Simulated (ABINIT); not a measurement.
**BN (P6_3mc): refractive index against wavelength**

The refractive index of BN (P6_3mc) along x below the direct gap (8.42 eV on the mesh) is read from one computed spectrum, n = √(Re ε). x, y and z are the Cartesian axes of the input cell.

Symmetry: P6_3mc, No. 186, hexagonal system. Conventional cell: a = 2.536 Å, b = 2.536 Å, c = 4.199 Å, α = 90.00°, β = 90.00°, γ = 120.00°. Around N on site b lie 4 B at 1.56 to 1.57 Å. Around B on site b lie 4 N at 1.56 to 1.57 Å.

Method: ABINIT 10.8.3, PBE, independent particles, k-mesh 14×14×8, Lorentzian half width 0.05 eV.

Launch of the response step: `optic optic.abi`. The run took 41 s, its band step included, on 4 threads of Arm Neoverse V1 (shared host).

| wavelength (nm) | photon energy E (eV) | n |
| --- | --- | --- |
| 532 | 2.331 | 2.1516 |
| 450 | 2.755 | 2.1638 |
| 405 | 3.061 | 2.1740 |
| 365 | 3.397 | 2.1869 |
| 308 | 4.025 | 2.2158 |
| 266 | 4.661 | 2.2525 |
| 248 | 4.999 | ? |

In the single-oscillator model n² − 1 = E₀E_d/(E₀² − E²), so 1/(n² − 1) = E₀/E_d − E²/(E₀E_d) is linear in E².

Working, on the rows shown:

| x = E² (eV²) | y = 1/(n² − 1) |
| --- | --- |
| 5.43137 | 0.275529 |
| 7.59115 | 0.271589 |
| 9.37179 | 0.268364 |
| 11.5384 | 0.264373 |
| 16.2043 | 0.25577 |
| 21.7255 | 0.245474 |

Means: x̄ = 11.977, ȳ = 0.26352. Σ(x − x̄)(y − ȳ) = -0.3357, Σ(x − x̄)² = 182. Slope = -0.3357 / 182 = -0.001845; intercept = ȳ − slope · x̄ = 0.28561. Turned back into n, the line misses the rows shown by at most 0.00022.

Problem. Predict the last column of the withheld row from the fit.

Solution. At x = 24.994 the line gives y = 0.2395, that is 2.2749. The run gave 2.2757, so the extrapolation is off by 0.00077, 0.6 % of the range in the table.

Refitted with all rows, the slope is -0.001852 and the intercept 0.28568. These give E₀ = √(intercept/−slope) = 12.42 eV and E_d = E₀/intercept = 43.5 eV; E₀ is 1.5 times the direct gap. The electronic limit at long wavelengths, without lattice vibrations, is n = √(1 + 1/intercept) = 2.121. The cell comes from an older database entry, whose edges can be off by a per cent or so. Excitons are left out and so are local fields; PBE gaps are as a rule too small. The values come from a sum over the points of one k-mesh and carry its error, which grows as the direct gap shrinks.
